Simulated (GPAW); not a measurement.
The Pd L₃ edge of atom 1 in CuPd (Skaergaardite, Pm-3m), with 8 Cu at 2.59 Å and 6 Pd at 2.99 Å (cube and octahedron, as in bcc, site symmetry m-3m), was computed in 2 ways: excited-electron core hole (neutral cell) and no core hole. Program and functional: GPAW, LDA, Gaussian full width 2.25 eV up to 4 eV, rising linearly to 3.5 eV at 25 eV; cells of 2 and 18 atoms (the run without a hole in the smaller).

Each run is counted from its own lowest empty level or Fermi level and scaled to a mean of 1 over its first 20 eV.

| E (eV) | run 1 | run 2 |
| --- | --- | --- |
| -2.0 | 0.01 | 0.03 |
| -1.5 | 0.03 | 0.09 |
| -1.0 | 0.09 | 0.22 |
| -0.5 | 0.20 | 0.44 |
| 0.0 | 0.38 | 0.74 |
| 0.5 | 0.59 | 1.07 |
| 1.0 | 0.79 | 1.35 |
| 1.5 | 0.92 | 1.49 |
| 2.0 | 0.96 | 1.48 |
| 2.5 | 0.94 | 1.37 |
| 3.0 | 0.89 | 1.22 |
| 3.5 | 0.82 | 1.07 |
| 4.0 | 0.75 | 0.92 |
| 4.5 | 0.71 | 0.80 |
| 5.0 | 0.73 | 0.74 |
| 5.5 | 0.83 | 0.79 |
| 6.0 | 1.00 | 0.91 |
| 6.5 | 1.20 | 1.08 |
| 7.0 | 1.34 | 1.21 |
| 7.5 | 1.38 | 1.26 |
| 8.0 | 1.34 | 1.24 |
| 8.5 | 1.29 | 1.19 |
| 9.0 | 1.26 | 1.16 |
| 9.5 | 1.24 | 1.14 |
| 10.0 | 1.23 | 1.13 |
| 10.5 | 1.19 | 1.11 |
| 11.0 | 1.15 | 1.07 |
| 11.5 | 1.09 | 1.02 |
| 12.0 | 1.02 | 0.97 |
| 12.5 | 0.97 | 0.91 |
| 13.0 | 0.92 | 0.85 |
| 13.5 | 0.89 | 0.81 |
| 14.0 | 0.87 | 0.78 |
| 14.5 | 0.88 | 0.77 |
| 15.0 | 0.89 | 0.78 |
| 15.5 | 0.92 | 0.78 |
| 16.0 | 0.96 | 0.78 |
| 16.5 | 0.98 | 0.79 |
| 17.0 | 1.01 | 0.80 |
| 17.5 | 1.02 | 0.82 |
| 18.0 | 1.04 | 0.84 |
| 18.5 | 1.05 | 0.86 |
| 19.0 | 1.06 | 0.87 |
| 19.5 | 1.04 | 0.86 |
| 20.0 | 1.02 | 0.84 |
| 20.5 | 0.98 | 0.82 |
| 21.0 | 0.94 | 0.80 |
| 21.5 | 0.93 | 0.79 |
| 22.0 | 0.95 | 0.79 |
| 22.5 | 0.99 | 0.81 |
| 23.0 | 1.04 | 0.83 |
| 23.5 | 1.07 | 0.85 |
| 24.0 | 1.09 | 0.87 |
| 24.5 | 1.09 | 0.87 |
| 25.0 | 1.06 | 0.86 |
| 25.5 | 1.03 | 0.84 |
| 26.0 | 0.99 | 0.82 |
| 26.5 | 0.97 | 0.80 |
| 27.0 | 0.96 | 0.79 |
| 27.5 | 0.97 | 0.80 |
| 28.0 | 0.99 | 0.81 |
| 28.5 | 1.02 | 0.84 |
| 29.0 | 1.06 | 0.86 |
| 29.5 | 1.09 | 0.89 |
| 30.0 | 1.13 | 0.92 |
| 30.5 | 1.15 | 0.93 |
| 31.0 | 1.15 | 0.94 |
| 31.5 | 1.15 | 0.93 |
| 32.0 | 1.14 | 0.92 |

The database entry behind the starting cell differs from later determinations by our own check (about 0.35 % long), so it need not match the best structure at ambient conditions.

Which run is which?

Run 1: excited-electron core hole (neutral cell) (area from −2 to 6 eV 5.1, main maxima 2.0 eV (0.96), 7.4 eV (1.38), 18.8 eV (1.06) and 24.2 eV (1.09)). Run 2: no core hole (area from −2 to 6 eV 7.1, main maxima 1.8 eV (1.50), 7.6 eV (1.26), 19.0 eV (0.87) and 24.4 eV (0.87)). With each curve scaled to its own mean, the area from −2 to 6 eV with the hole is 5.1 against 7.1, and the centre of weight from −1 to 20 eV moves by +1.2 eV (first and strongest maxima below 20 eV: 1.8 eV (1.50), 7.6 eV (1.26) and 19.0 eV (0.87) without the hole, 2.0 eV (0.96), 7.4 eV (1.38) and 18.8 eV (1.06) with it): the near-edge weight falls against the higher-lying part.

[Hosts, paths, dates, database ids (printed as entryN), source tags and the programs' standing remarks are cut or masked in the printed files.]

[Lists of maxima count a maximum above −3 eV only where it reaches 4 % of the highest in the window and stands out from its surroundings by 2 % of it (1.5 % where it reaches 55 %); shoulders and weaker maxima are passed over, and of the rest the first, up to two pre-edge ones and the few strongest are named.]
